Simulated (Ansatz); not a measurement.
## The perfect V wire along [100], 21 atoms a period

Aim: is the V wire along [100], 21 atoms a period a metal or a semiconductor?

Program: Ansatz 0.2.0. Level of theory: DFT PBE, plane waves, PAW; relaxation of a wire's period; PAW set soft_1, in the first sound run; inputs show where later runs differ. Results are calculated unless marked as measured.

### Step 1. The starting structure

The cell holds 21 atoms: 21 V. Cell: a = 15.770 Å, b = 15.770 Å, c = 2.990 Å, α = 90.0°, β = 90.0°, γ = 90.0°. Vacuum lies along a and b. The structure's axis is c.

### Step 2. Relaxation of atoms and period

Band widths follow the bond lengths, so the wire is relaxed first. The atoms and the third cell vector are free; the box across stays fixed as vacuum. A Fermi-Dirac smearing is set since the result may be a metal. The pressure printed is a third of the stress's trace over the whole box, vacuum included; only the stress along the axis is relaxed.

Input file input.yaml:

```yaml
crystal:
  lattice:
    - [15.77, 0.0, 0.0]
    - [0.0, 15.77, 0.0]
    - [0.0, 0.0, 2.99]
  atoms:
    - { symbol: V, position: [0.310399493, 0.310399493, 0.0] }
    - { symbol: V, position: [0.310399493, 0.5, 0.0] }
    - { symbol: V, position: [0.310399493, 0.689600507, 0.0] }
    - { symbol: V, position: [0.5, 0.310399493, 0.0] }
    - { symbol: V, position: [0.5, 0.5, 0.0] }
    - { symbol: V, position: [0.5, 0.689600507, 0.0] }
    - { symbol: V, position: [0.689600507, 0.310399493, 0.0] }
    - { symbol: V, position: [0.689600507, 0.5, 0.0] }
    - { symbol: V, position: [0.689600507, 0.689600507, 0.0] }
    - { symbol: V, position: [0.215599239, 0.405199746, 0.5] }
    - { symbol: V, position: [0.215599239, 0.594800254, 0.5] }
    - { symbol: V, position: [0.405199746, 0.215599239, 0.5] }
    - { symbol: V, position: [0.405199746, 0.405199746, 0.5] }
    - { symbol: V, position: [0.405199746, 0.594800254, 0.5] }
    - { symbol: V, position: [0.405199746, 0.784400761, 0.5] }
    - { symbol: V, position: [0.594800254, 0.215599239, 0.5] }
    - { symbol: V, position: [0.594800254, 0.405199746, 0.5] }
    - { symbol: V, position: [0.594800254, 0.594800254, 0.5] }
    - { symbol: V, position: [0.594800254, 0.784400761, 0.5] }
    - { symbol: V, position: [0.784400761, 0.405199746, 0.5] }
    - { symbol: V, position: [0.784400761, 0.594800254, 0.5] }
kpoints:
  mp_grid: { grid: [1, 1, 27] }
scf:
  occupations: { method: fermi_dirac, width: 0.05 }
hamiltonian:
  xc: pbe
  pseudopotentials: { kind: paw, azcp: { folder: soft_1 } }
relax:
  cell: { fix: [a, b, alpha, beta, gamma] }
  max_steps: 45
  f_tol: 0.03
```

Run with:

```bash
ansatz run input.yaml --threads 4 --pin off --max-ram 16384MiB --backend cpu --events-out ev --progress --plain --runs-dir out
```

Numbers of over 12 decimals in the logs are rounded to 6 here.

The log of the run:

```text
Engine: ansatz 0.2.0, aarch64-unknown-linux-gnu
Pseudopotentials: kind: paw
Pseudopotential: V, paw, valence charge 13, recommended cutoff 420 eV (normal), soft_1/V.paw.azcp
Functional definition: PBE
  parameter kappa = 0.804
  parameter beta = 0.066725
  exchange = pbe_x(kappa = kappa, mu = beta*pi^2/3)
  correlation = pbe_c(beta = beta)
Crystal: 21 atoms, lattice volume = 743.592 Å³
Basis set: ecut = 420 eV, 14361 PW (Γ), exchange–correlation on 216×216×40 points (8 copies of the dense FFT grid, shifted against one another)
Bands: 164, of which v1, the nominal top of the filled ones, is band 137 counted from 1 (136 counted from 0)
Symmetry: 16 space group operations
Space group: P4/mmm (ITA 123), of the structure as read, at distance tolerance 9.1e-5 Å
k-points: 14 of 27
Non-local potential: V, projectors of the file, l = 0: 3, l = 1: 2, l = 2: 3, l = 3: 1
PAW form: soft (Blöchl's): semilocal exchange-correlation on the pseudo side does not see the compensation charge
PAW one-centre angular grid: V, 590 points (default); XC on 64 Gauss nodes
Initial density: superposition of atomic densities (neutral atoms: chi_scale 0, normalization atom)
Initial wavefunctions: pseudopotential atomic-orbital guess
Functional: x = pbe(κ = 0.804, μ = 0.219515), c = pbe(β = 0.066725)
SCF iter   1: F=—  HF=-61180.788413 eV  |F-HF|=—  |Δ(HF+E_count)|=         —  Δρ=1.07e-1  dr2=6.76e2  ethr=3.10e-3  ⟨swp⟩=9.8  Hψ=10643  notcnv=0
preconditioner: auto → LDOS  [metal: Δε(μ)=0.016 eV  Ē_g=3.416 eV  σ=0.050 eV  W_gap=0.08  n_scr=142 (ndim 8)  ℏωp=14.0 eV  f_vac=0.462  D(μ)=19.03/eV (n_scr^D=106)  β→1.0]
SCF iter   2: F=—  HF=-61267.495551 eV  |F-HF|=—  |Δ(HF+E_count)|=    8.67e1  Δρ=3.21e-1  dr2=4.81e3  ethr=3.10e-3  ⟨swp⟩=14.6  Hψ=19109  notcnv=0  defer=20  recentre
SCF iter   3: F=—  HF=-61152.026366 eV  |F-HF|=—  |Δ(HF+E_count)|=    1.15e2  Δρ=6.61e-2  dr2=2.19e2  ethr=3.10e-3  ⟨swp⟩=14.0  Hψ=17444  notcnv=0  defer=11
SCF iter   4: F=—  HF=-61144.320945 eV  |F-HF|=—  |Δ(HF+E_count)|=    7.71e0  Δρ=2.45e-2  dr2=3.62e1  ethr=3.10e-3  ⟨swp⟩=11.2  Hψ=8736  notcnv=0  defer=19
SCF iter   5: F=—  HF=-61143.107150 eV  |F-HF|=—  |Δ(HF+E_count)|=    1.21e0  Δρ=1.07e-2  dr2=4.26e0  ethr=3.10e-3  ⟨swp⟩=7.1  Hψ=5935  notcnv=1  defer=14
SCF iter   6: F=—  HF=-61143.039021 eV  |F-HF|=—  |Δ(HF+E_count)|=   6.81e-2  Δρ=3.98e-3  dr2=2.26e-1  ethr=1.56e-3  ⟨swp⟩=2.9  Hψ=3149  notcnv=0  defer=14
SCF iter   7: F=—  HF=-61143.035704 eV  |F-HF|=—  |Δ(HF+E_count)|=   3.32e-3  Δρ=4.56e-3  dr2=1.19e0  ethr=8.28e-5  ⟨swp⟩=5.6  Hψ=4367  notcnv=0  defer=20
SCF iter   8: F=—  HF=-61143.015620 eV  |F-HF|=—  |Δ(HF+E_count)|=   2.01e-2  Δρ=8.36e-4  dr2=1.51e-2  ethr=8.28e-5  ⟨swp⟩=2.4  Hψ=3083  notcnv=0  defer=13
SCF iter   9: F=—  HF=-61143.017416 eV  |F-HF|=—  |Δ(HF+E_count)|=   1.80e-3  Δρ=6.97e-4  dr2=2.09e-2  ethr=5.54e-6  ⟨swp⟩=2.8  Hψ=3309  notcnv=0  defer=13
SCF iter  10: F=—  HF=-61143.017327 eV  |F-HF|=—  |Δ(HF+E_count)|=   8.93e-5  Δρ=2.37e-4  dr2=5.73e-4  ethr=5.54e-6  ⟨swp⟩=1.6  Hψ=2365  notcnv=0  defer=13
SCF iter  11: F=—  HF=-61143.017437 eV  |F-HF|=—  |Δ(HF+E_count)|=   1.10e-4  Δρ=1.14e-4  dr2=6.34e-4  ethr=2.10e-7  ⟨swp⟩=2.9  Hψ=3209  notcnv=0  defer=13
SCF iter  12: F=—  HF=-61143.017444 eV  |F-HF|=—  |Δ(HF+E_count)|=   7.69e-6  Δρ=2.52e-5  dr2=4.55e-6  ethr=2.10e-7  ⟨swp⟩=1.1  Hψ=2284  notcnv=0  defer=13
SCF iter  13: F=—  HF=-61143.018642 eV  |F-HF|=—  |Δ(HF+E_count)|=   1.20e-3  Δρ=2.37e-5  dr2=1.40e-5  ethr=1.67e-9  ⟨swp⟩=3.4  Hψ=4554  notcnv=0  defer=13
SCF iter  14: F=—  HF=-61143.018642 eV  |F-HF|=—  |Δ(HF+E_count)|=   7.70e-8  Δρ=4.44e-6  dr2=3.42e-7  ethr=1.67e-9  ⟨swp⟩=2.0  Hψ=2932  notcnv=0  defer=13
SCF iter  15: F=-61143.018642 eV  HF=-61143.018642 eV  |F-HF|=1.33e-8  |Δ(HF+E_count)|=   9.50e-8  Δρ=2.36e-6  dr2=4.66e-8  ethr=3.66e-11  ⟨swp⟩=5.8  Hψ=7520  notcnv=0
SCF 1 converged in 15 iterations: F = -61143.018642 eV  dr2 = 4.66e-8
  greatest PAW one-centre occupation: 1.000 electrons in one spin orbital (limit 2), on the V atom at site 17 (counted from 0), in its partial waves of l = 0
relax step   1: F+E_penalty+E_count = -61143.01864245 eV  Δ(F+E_penalty+E_count) = +0.000e0 eV  max|allowed force component| = 1.183e0 eV/Å  Δτ_max = 0.0000 Å  P = -4.416 GPa  Ω = 743.592 Å³  fix = [a, b, alpha, beta, gamma]  reactions: a -4.205, b -4.205 GPa  (15 SCF iters, dr2 threshold 1.00e-7 eV, accepted)
Crystal: 21 atoms, lattice volume = 719.504 Å³
Basis set: ecut = 420 eV, 14001 PW (Γ), exchange–correlation on 216×216×40 points (8 copies of the dense FFT grid, shifted against one another)
Initial density: handed on by an earlier stage of this run
Initial wavefunctions: those handed on with the density
SCF iter   1: F=—  HF=-61145.827196 eV  |F-HF|=—  |Δ(HF+E_count)|=         —  Δρ=3.81e-2  dr2=4.42e1  ethr=3.10e-3  ⟨swp⟩=13.8  Hψ=11339  notcnv=0
preconditioner: auto → LDOS  [metal: Δε(μ)=0.005 eV  Ē_g=2.768 eV  σ=0.050 eV  W_gap=0.02  n_scr=126 (ndim 8)  ℏωp=14.2 eV  f_vac=0.517  D(μ)=38.73/eV (n_scr^D=386)  β→1.0]
SCF iter   2: F=—  HF=-61145.084252 eV  |F-HF|=—  |Δ(HF+E_count)|=   7.43e-1  Δρ=2.95e-2  dr2=1.82e1  ethr=3.10e-3  ⟨swp⟩=4.1  Hψ=4107  notcnv=0  defer=34
SCF iter   3: F=—  HF=-61144.091616 eV  |F-HF|=—  |Δ(HF+E_count)|=   9.93e-1  Δρ=3.37e-3  dr2=7.43e-2  ethr=3.10e-3  ⟨swp⟩=2.6  Hψ=3395  notcnv=0  defer=34
SCF iter   4: F=—  HF=-61144.106288 eV  |F-HF|=—  |Δ(HF+E_count)|=   1.47e-2  Δρ=2.13e-3  dr2=3.86e-2  ethr=2.72e-5  ⟨swp⟩=4.8  Hψ=5486  notcnv=0  defer=17
SCF iter   5: F=—  HF=-61144.104658 eV  |F-HF|=—  |Δ(HF+E_count)|=   1.63e-3  Δρ=5.04e-4  dr2=3.13e-3  ethr=1.41e-5  ⟨swp⟩=2.2  Hψ=3323  notcnv=0  defer=17
SCF iter   6: F=—  HF=-61144.105769 eV  |F-HF|=—  |Δ(HF+E_count)|=   1.11e-3  Δρ=2.26e-4  dr2=3.91e-4  ethr=1.15e-6  ⟨swp⟩=2.0  Hψ=3035  notcnv=0  defer=17
SCF iter   7: F=—  HF=-61144.106948 eV  |F-HF|=—  |Δ(HF+E_count)|=   1.18e-3  Δρ=1.11e-4  dr2=1.21e-4  ethr=1.43e-7  ⟨swp⟩=2.3  Hψ=3077  notcnv=0  defer=17
SCF iter   8: F=—  HF=-61144.106985 eV  |F-HF|=—  |Δ(HF+E_count)|=   3.78e-5  Δρ=5.37e-5  dr2=2.61e-5  ethr=4.42e-8  ⟨swp⟩=2.1  Hψ=3051  notcnv=0  defer=17
SCF iter   9: F=—  HF=-61144.106991 eV  |F-HF|=—  |Δ(HF+E_count)|=   5.92e-6  Δρ=2.00e-5  dr2=3.16e-6  ethr=9.55e-9  ⟨swp⟩=2.1  Hψ=3023  notcnv=0  defer=17
SCF iter  10: F=-61144.106993 eV  HF=-61144.106994 eV  |F-HF|=8.39e-7  |Δ(HF+E_count)|=   2.65e-6  Δρ=1.24e-5  dr2=1.54e-6  ethr=7.69e-10  ⟨swp⟩=4.8  Hψ=6676  notcnv=0
SCF 2 converged in 10 iterations: F = -61144.106993 eV  dr2 = 1.54e-6
relax step   2: F+E_penalty+E_count = -61144.10699311 eV  Δ(F+E_penalty+E_count) = -1.088e0 eV  max|allowed force component| = 2.155e-1 eV/Å  Δτ_max = 0.1843 Å  P = +1.018 GPa  Ω = 719.504 Å³  energy of the carried Pulay correction = +8.809e-3 eV  fix = [a, b, alpha, beta, gamma]  reactions: a +0.661, b +0.661 GPa  (10 SCF iters, dr2 threshold 2.10e-6 eV, accepted)
Crystal: 21 atoms, lattice volume = 730.366 Å³
Basis set: ecut = 420 eV, 14185 PW (Γ), exchange–correlation on 216×216×40 points (8 copies of the dense FFT grid, shifted against one another)
iter 1 solved again at ethr=3.70e-4 eV; its pass at ethr=3.10e-3 eV (dr2=1.01e0 eV) is discarded
SCF iter   1: F=—  HF=-61144.200661 eV  |F-HF|=—  |Δ(HF+E_count)|=         —  Δρ=5.03e-3  dr2=9.86e-1  ethr=3.70e-4  ⟨swp⟩=2.4  Hψ=11629  notcnv=0
preconditioner: auto → LDOS  [metal: Δε(μ)=0.008 eV  Ē_g=2.552 eV  σ=0.050 eV  W_gap=0.04  n_scr=126 (ndim 8)  ℏωp=14.1 eV  f_vac=0.514  D(μ)=38.45/eV (n_scr^D=378)  β→1.0]
SCF iter   2: F=—  HF=-61144.181473 eV  |F-HF|=—  |Δ(HF+E_count)|=   1.92e-2  Δρ=3.01e-3  dr2=1.80e-1  ethr=3.61e-4  ⟨swp⟩=2.1  Hψ=3000  notcnv=0
SCF iter   3: F=—  HF=-61144.175594 eV  |F-HF|=—  |Δ(HF+E_count)|=   5.88e-3  Δρ=9.22e-4  dr2=1.54e-2  ethr=6.59e-5  ⟨swp⟩=2.0  Hψ=3391  notcnv=0
SCF iter   4: F=—  HF=-61144.175084 eV  |F-HF|=—  |Δ(HF+E_count)|=   5.10e-4  Δρ=3.72e-4  dr2=1.34e-3  ethr=5.63e-6  ⟨swp⟩=2.3  Hψ=3019  notcnv=0
SCF iter   5: F=—  HF=-61144.176174 eV  |F-HF|=—  |Δ(HF+E_count)|=   1.09e-3  Δρ=7.89e-5  dr2=5.69e-5  ethr=4.89e-7  ⟨swp⟩=2.9  Hψ=3278  notcnv=0
SCF iter   6: F=—  HF=-61144.176190 eV  |F-HF|=—  |Δ(HF+E_count)|=   1.64e-5  Δρ=5.32e-5  dr2=3.45e-5  ethr=2.09e-8  ⟨swp⟩=3.0  Hψ=3681  notcnv=0
SCF iter   7: F=—  HF=-61144.176192 eV  |F-HF|=—  |Δ(HF+E_count)|=   1.74e-6  Δρ=2.07e-5  dr2=5.28e-6  ethr=1.27e-8  ⟨swp⟩=2.0  Hψ=3162  notcnv=0
SCF iter   8: F=-61144.176192 eV  HF=-61144.176192 eV  |F-HF|=5.87e-7  |Δ(HF+E_count)|=   5.53e-7  Δρ=8.35e-6  dr2=8.84e-7  ethr=7.69e-10  ⟨swp⟩=5.0  Hψ=7062  notcnv=0
SCF 3 converged in 8 iterations: F = -61144.176192 eV  dr2 = 8.84e-7
relax step   3: F+E_penalty+E_count = -61144.17619176 eV  Δ(F+E_penalty+E_count) = -6.920e-2 eV  max|allowed force component| = 1.647e-1 eV/Å  Δτ_max = 0.0152 Å  P = -0.065 GPa  Ω = 730.366 Å³  energy of the carried Pulay correction = +4.801e-3 eV  fix = [a, b, alpha, beta, gamma]  reactions: a -0.140, b -0.140 GPa  (8 SCF iters, dr2 threshold 2.10e-6 eV, accepted)
Crystal: 21 atoms, lattice volume = 732.673 Å³
Basis set: ecut = 420 eV, 14217 PW (Γ), exchange–correlation on 216×216×40 points (8 copies of the dense FFT grid, shifted against one another)
iter 1 solved again at ethr=9.92e-5 eV; its pass at ethr=3.10e-3 eV (dr2=2.71e-1 eV) is discarded
SCF iter   1: F=—  HF=-61144.192446 eV  |F-HF|=—  |Δ(HF+E_count)|=         —  Δρ=3.22e-3  dr2=2.72e-1  ethr=9.92e-5  ⟨swp⟩=1.9  Hψ=9542  notcnv=0
preconditioner: auto → LDOS  [metal: Δε(μ)=0.014 eV  Ē_g=2.570 eV  σ=0.050 eV  W_gap=0.07  n_scr=142 (ndim 8)  ℏωp=14.1 eV  f_vac=0.515  D(μ)=37.94/eV (n_scr^D=378)  β→1.0]
SCF iter   2: F=—  HF=-61144.185668 eV  |F-HF|=—  |Δ(HF+E_count)|=   6.78e-3  Δρ=2.21e-3  dr2=5.54e-2  ethr=9.92e-5  ⟨swp⟩=2.3  Hψ=3511  notcnv=0  defer=1
SCF iter   3: F=—  HF=-61144.182519 eV  |F-HF|=—  |Δ(HF+E_count)|=   3.15e-3  Δρ=9.06e-4  dr2=1.15e-2  ethr=2.03e-5  ⟨swp⟩=2.0  Hψ=3398  notcnv=0  defer=1
SCF iter   4: F=—  HF=-61144.181977 eV  |F-HF|=—  |Δ(HF+E_count)|=   5.41e-4  Δρ=1.66e-4  dr2=2.51e-4  ethr=4.21e-6  ⟨swp⟩=2.0  Hψ=2954  notcnv=0  defer=1
SCF iter   5: F=—  HF=-61144.183089 eV  |F-HF|=—  |Δ(HF+E_count)|=   1.11e-3  Δρ=5.66e-5  dr2=2.58e-5  ethr=9.19e-8  ⟨swp⟩=3.0  Hψ=3630  notcnv=0  defer=1
SCF iter   6: F=—  HF=-61144.183109 eV  |F-HF|=—  |Δ(HF+E_count)|=   2.05e-5  Δρ=2.74e-5  dr2=5.75e-6  ethr=9.45e-9  ⟨swp⟩=2.1  Hψ=3348  notcnv=0  defer=1
SCF iter   7: F=-61144.183112 eV  HF=-61144.183113 eV  |F-HF|=2.30e-7  |Δ(HF+E_count)|=   3.29e-6  Δρ=1.37e-5  dr2=1.61e-6  ethr=6.21e-10  ⟨swp⟩=5.0  Hψ=7292  notcnv=0
SCF 4 converged in 7 iterations: F = -61144.183112 eV  dr2 = 1.61e-6
relax step   4: F+E_penalty+E_count = -61144.18311249 eV  Δ(F+E_penalty+E_count) = -6.921e-3 eV  max|allowed force component| = 1.904e-2 eV/Å  Δτ_max = 0.0159 Å  P = -0.061 GPa  Ω = 732.673 Å³  energy of the carried Pulay correction = +3.957e-3 eV  fix = [a, b, alpha, beta, gamma]  reactions: a -0.081, b -0.081 GPa  (7 SCF iters, dr2 threshold 1.70e-6 eV, accepted)
Initial wavefunctions: pseudopotential atomic-orbital guess (no wavefunctions were taken with the density)
iter 1 solved again at ethr=1.40e-6 eV; its pass at ethr=3.10e-3 eV (dr2=3.81e-3 eV) is discarded
SCF iter   1: F=—  HF=-61144.177344 eV  |F-HF|=—  |Δ(HF+E_count)|=         —  Δρ=2.98e-5  dr2=1.79e-6  ethr=1.40e-6  ⟨swp⟩=4.8  Hψ=16613  notcnv=0
eigensolver tolerance schedule: the retry pair's looser diagonalisation over-reported the residual by 2131.17 of it (diagonalisation noise at 24.37 of the residual, at the tolerance the schedule requests for it); recorded, not acted on — ethr = c·dr2/N_el stays at c = 1.0e-1
preconditioner: auto → LDOS  [metal: Δε(μ)=0.016 eV  Ē_g=2.574 eV  σ=0.050 eV  W_gap=0.08  n_scr=142 (ndim 8)  ℏωp=14.1 eV  f_vac=0.514  D(μ)=37.81/eV (n_scr^D=378)  β→1.0]
SCF iter   2: F=—  HF=-61144.178526 eV  |F-HF|=—  |Δ(HF+E_count)|=   1.18e-3  Δρ=3.04e-5  dr2=8.00e-6  ethr=6.55e-10  ⟨swp⟩=4.6  Hψ=6352  notcnv=0
SCF iter   3: F=—  HF=-61144.178525 eV  |F-HF|=—  |Δ(HF+E_count)|=   1.17e-6  Δρ=9.79e-6  dr2=7.17e-7  ethr=6.55e-10  ⟨swp⟩=2.3  Hψ=4231  notcnv=0
SCF iter   4: F=—  HF=-61144.178525 eV  |F-HF|=—  |Δ(HF+E_count)|=   3.65e-8  Δρ=3.69e-6  dr2=1.29e-7  ethr=2.63e-10  ⟨swp⟩=2.3  Hψ=3568  notcnv=0
SCF iter   5: F=—  HF=-61144.178525 eV  |F-HF|=—  |Δ(HF+E_count)|=   1.92e-9  Δρ=1.48e-6  dr2=2.32e-8  ethr=4.71e-11  ⟨swp⟩=2.2  Hψ=3405  notcnv=0
SCF iter   6: F=—  HF=-61144.178525 eV  |F-HF|=—  |Δ(HF+E_count)|=   7.47e-9  Δρ=1.15e-6  dr2=1.13e-8  ethr=8.49e-12  ⟨swp⟩=2.0  Hψ=3091  notcnv=0
SCF iter   7: F=—  HF=-61144.178525 eV  |F-HF|=—  |Δ(HF+E_count)|=   1.80e-9  Δρ=5.93e-7  dr2=3.94e-9  ethr=4.12e-12  ⟨swp⟩=2.0  Hψ=3090  notcnv=0
SCF iter   8: F=—  HF=-61144.178525 eV  |F-HF|=—  |Δ(HF+E_count)|=  1.46e-10  Δρ=1.58e-7  dr2=3.35e-10  ethr=1.44e-12  ⟨swp⟩=2.0  Hψ=2968  notcnv=0
SCF iter   9: F=-61144.178525 eV  HF=-61144.178525 eV  |F-HF|=2.11e-10  |Δ(HF+E_count)|=  8.73e-11  Δρ=4.76e-8  dr2=2.68e-11  ethr=1.00e-12  ⟨swp⟩=4.9  Hψ=6834  notcnv=0
SCF 5 converged in 9 iterations: F = -61144.178525 eV  dr2 = 2.68e-11
relax step   5: F+E_penalty+E_count = -61144.17852477 eV  Δ(F+E_penalty+E_count) = +4.588e-3 eV  max|allowed force component| = 1.906e-2 eV/Å  Δτ_max = 0.0000 Å  P = -0.051 GPa  Ω = 732.673 Å³  fix = [a, b, alpha, beta, gamma]  reactions: a -0.070, b -0.070 GPa  stress off target by 1.37e-2 GPa on what of the cell is left free  SCF on the basis re-selected at this cell (its energy is not comparable with the rows above)  (9 SCF iters)
basis re-selected at this cell: Δ(F+E_penalty+E_count) = +4.588e-3 eV, ΔP = +0.010 GPa vs the last step (what re-selecting the basis moved, of the pressure what is left beyond the Pulay correction that the steps carried, after the strain that the cell walked since its last selection, with what the two solves' SCF thresholds leave and, on support functions, any second-order correction that the steps lacked; it is no m [...]
SCF converged after 9 iterations
Free energy (F): -61144.178525 eV
Harris-Foulkes:  -61144.178525 eV  (|F-HF|=2.11e-10)
Internal energy: -61143.865241 eV  (E = F + TS)
E sigma→0 (E₀):  -61144.021883 eV
Entropy (-TS):   -0.313284 eV (-14.918 meV/atom)
Fermi energy:    4.241280 eV
--- Per-component energies (eV) ---
  E_band       = -6418.819451
  E_kinetic    = 6203.912354
  E_local      = -172913.940967  (includes V_loc(G=0)·N_el)
  E_nonlocal   = 1739.841101
  E_hartree    = 83029.087759
  E_xc         = -2402.384454
  E_vxc        = -3037.811234  (∫ρ·V_xc dr)
  E_paw        = -23643.065832  (= ΣΔE_a)
  E_vpaw       = -4469.017770  (= ΣTr[D̂ρ^β])
  E_aug_tail   = 0.022255  (compensation charges beyond the density's cutoff)
  E_ewald      = 46842.662544
  E_smearing   = -0.313284  (= −TS)
  E_closure    = 0.000000  (closes the sum)
  Σ components = -61144.178525   (vs F -61144.178525, Δ=0.00e0)
--- Forces (eV/Å), atoms counted from 1 ---
  atom   1  V      0.00021877     0.00021877     0.00000000
  atom   2  V      0.01269728     0.00000000     0.00000000
  atom   3  V      0.00021877    -0.00021877     0.00000000
  atom   4  V     -0.00000000     0.01269728     0.00000000
  atom   5  V      0.00000000     0.00000000     0.00000000
  atom   6  V     -0.00000000    -0.01269728     0.00000000
  atom   7  V     -0.00021877     0.00021877     0.00000000
  atom   8  V     -0.01269728     0.00000000     0.00000000
  atom   9  V     -0.00021877    -0.00021877     0.00000000
  atom  10  V     -0.00346798    -0.01246806     0.00000000
  atom  11  V     -0.00346798     0.01246806     0.00000000
  atom  12  V     -0.01246806    -0.00346798     0.00000000
  atom  13  V      0.01905996     0.01905996     0.00000000
  atom  14  V      0.01905996    -0.01905996     0.00000000
  atom  15  V     -0.01246806     0.00346798     0.00000000
  atom  16  V      0.01246806    -0.00346798     0.00000000
  atom  17  V     -0.01905996     0.01905996     0.00000000
  atom  18  V     -0.01905996    -0.01905996     0.00000000
  atom  19  V      0.01246806     0.00346798     0.00000000
  atom  20  V      0.00346798    -0.01246806     0.00000000
  atom  21  V      0.00346798     0.01246806     0.00000000
  max |Σ_I F_I| component: 7.37e-18 eV/Å
--- Stress (GPa, compression-positive) ---
       -0.070055       0.000000       0.000000
        0.000000      -0.070055       0.000000
        0.000000       0.000000      -0.013740
  P = ⅓ Tr σ = -0.0513 GPa (-0.513 kbar)
--- Relaxed structure (4 steps of the walk, 4 accepted, 1 SCFs on fresh bases) ---
  F+E_penalty+E_count = -61144.17852477 eV   max|allowed force component| = 1.906e-2 eV/Å   (the final SCF, on the basis selected at the relaxed cell)
  cell:  # Å, volume = 732.6726 Å³
    - [15.77, 0.0, 0.0]
    - [0.0, 15.77, 0.0]
    - [0.0, 0.0, 2.946094]
  atoms:
    - { symbol: V, position: [0.312536, 0.312536, 0.0] }
    - { symbol: V, position: [0.311920, 0.5, 0.0] }
    - { symbol: V, position: [0.312536, 0.687464, 0.0] }
    - { symbol: V, position: [0.5, 0.311920, 0.0] }
    - { symbol: V, position: [0.5, 0.5, 0.0] }
    - { symbol: V, position: [0.5, 0.688080, 0.0] }
    - { symbol: V, position: [0.687464, 0.312536, 0.0] }
    - { symbol: V, position: [0.688080, 0.5, 0.0] }
    - { symbol: V, position: [0.687464, 0.687464, 0.0] }
    - { symbol: V, position: [0.226885, 0.409035, 0.5] }
    - { symbol: V, position: [0.226885, 0.590965, 0.5] }
    - { symbol: V, position: [0.409035, 0.226885, 0.5] }
    - { symbol: V, position: [0.404830, 0.404830, 0.5] }
    - { symbol: V, position: [0.404830, 0.595170, 0.5] }
    - { symbol: V, position: [0.409035, 0.773115, 0.5] }
    - { symbol: V, position: [0.590965, 0.226885, 0.5] }
    - { symbol: V, position: [0.595170, 0.404830, 0.5] }
    - { symbol: V, position: [0.595170, 0.595170, 0.5] }
    - { symbol: V, position: [0.590965, 0.773115, 0.5] }
    - { symbol: V, position: [0.773115, 0.409035, 0.5] }
    - { symbol: V, position: [0.773115, 0.590965, 0.5] }
```

The job ended after 8.8 min (4 threads of Arm Neoverse N1, shared host; peak memory 3.4 GiB; 35 min of CPU time).

This run has no spin polarisation, although V can carry a moment.

(Continued in part 2 of 2.)

[Logs are printed without paths, hosts, clocks, repeated set-up lines and the standing remarks that a program may print on its own settings, such as how far it seeks lower states.]

[Hosts, paths, dates, database ids (printed as entryN), source tags and the programs' standing remarks are cut or masked in the printed files.]
